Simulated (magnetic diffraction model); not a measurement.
# Moment size from magnetic intensity in MgCr2TeSe3

Space group Imm2 (no. 44), a = 7.3510 Å, b = 7.5030 Å, c = 10.5920 Å.

```csv
site,atom,x,y,z
4c,Te,0.7023,1/2,0.4819
4d,Se,0,0.7181,0.2308
4c,Se,0.7822,1/2,0.0142
4d,Se,1/2,0.2893,0.2631
4d,Cr,0,0.2414,0.9975
4c,Cr,0.2507,1/2,0.2558
2a,Mg,1/2,1/2,0.8718
2b,Mg,0,1/2,0.6156
```

The compound is invented for this exercise: a known structure type with other elements, its cell scaled to their sizes and not relaxed.

Only Cr is taken to order (form factors of Cr3+); orders and moment sizes are assumed, and not adapted to the symmetry. Radiation: neutrons of λ = 1.8 Å, 5° to 40°; isotropic B of 0.32 Å² (Te), 0.4 Å² (Se), 0.54 Å² (Cr) and 0.68 Å² (Mg). Simulated constant-wavelength pattern: nuclear and magnetic terms add, the magnetic one as |2.695 fm × Σ f S⊥ exp(2πi Q·r) exp(−B s²)|², summed over all Q at one angle with the factor 1/(sin²θ cos θ). For collinear order S is the moment m, which repeats by lattice and centring translations R with the sign exp(−2πi k·R). Free-ion form factors, Sears's scattering lengths of 1992, no absorption; a label names one of the reflections at its angle. The strongest nuclear line in the range is 100, and lines under 0.2 are left out.

In a first state the assumed order is k = (0 1/2 1/2), collinear moments along [010], 2.34 μB on Cr; signs + at (0, 0.2414, 0.9975), + at (0, 0.7586, 0.9975), + at (0.2507, 1/2, 0.2558), + at (0.7493, 1/2, 0.2558), with this pattern:

| 2θ (°) | index | nuclear | magnetic |
| --- | --- | --- | --- |
| 8.43 | (0 1/2 1/2) | 0.0 | 12.5 |
| 16.20 | (0 1/2 -3/2) | 0.0 | 36.4 |
| 16.42 | (1 1/2 -1/2) | 0.0 | 13.5 |
| 16.91 | (0 1 1) | 24.2 | 0.0 |
| 17.14 | (1 0 1) | 19.8 | 0.0 |
| 19.57 | (0 0 2) | 1.3 | 0.0 |
| 19.74 | (1 1 0) | 0.3 | 0.0 |
| 21.31 | (0 3/2 -1/2) | 0.0 | 1.3 |
| 21.51 | (1 1/2 3/2) | 0.0 | 7.7 |
| 25.48 | (0 3/2 3/2) | 0.0 | 0.8 |
| 25.50 | (0 1/2 5/2) | 0.0 | 12.9 |
| 25.62 | (1 3/2 1/2) | 0.0 | 2.3 |
| 27.76 | (0 2 0) | 4.0 | 0.0 |
| 27.93 | (1 1 2) | 31.5 | 0.0 |
| 28.35 | (2 0 0) | 14.2 | 0.0 |
| 29.22 | (1 3/2 -3/2) | 0.0 | 2.4 |
(The table stops after 16 lines; 18 more lie at higher angle.)

**Question.** Nearer the ordering temperature the line at 16.20° has total intensity 9.1 on the same scale, and all moments have shrunk alike. How large is the Cr moment?

The nuclear part, 0.0, stays, so the magnetic part is 9.1 against 36.4. It goes as m², so m = 2.34 × √(9.1/36.4) = 1.17 μB; the value used was 1.17 μB.

[Logs are printed without paths, hosts, clocks, repeated set-up lines and the standing remarks that a program may print on its own settings, such as how far it seeks lower states.]
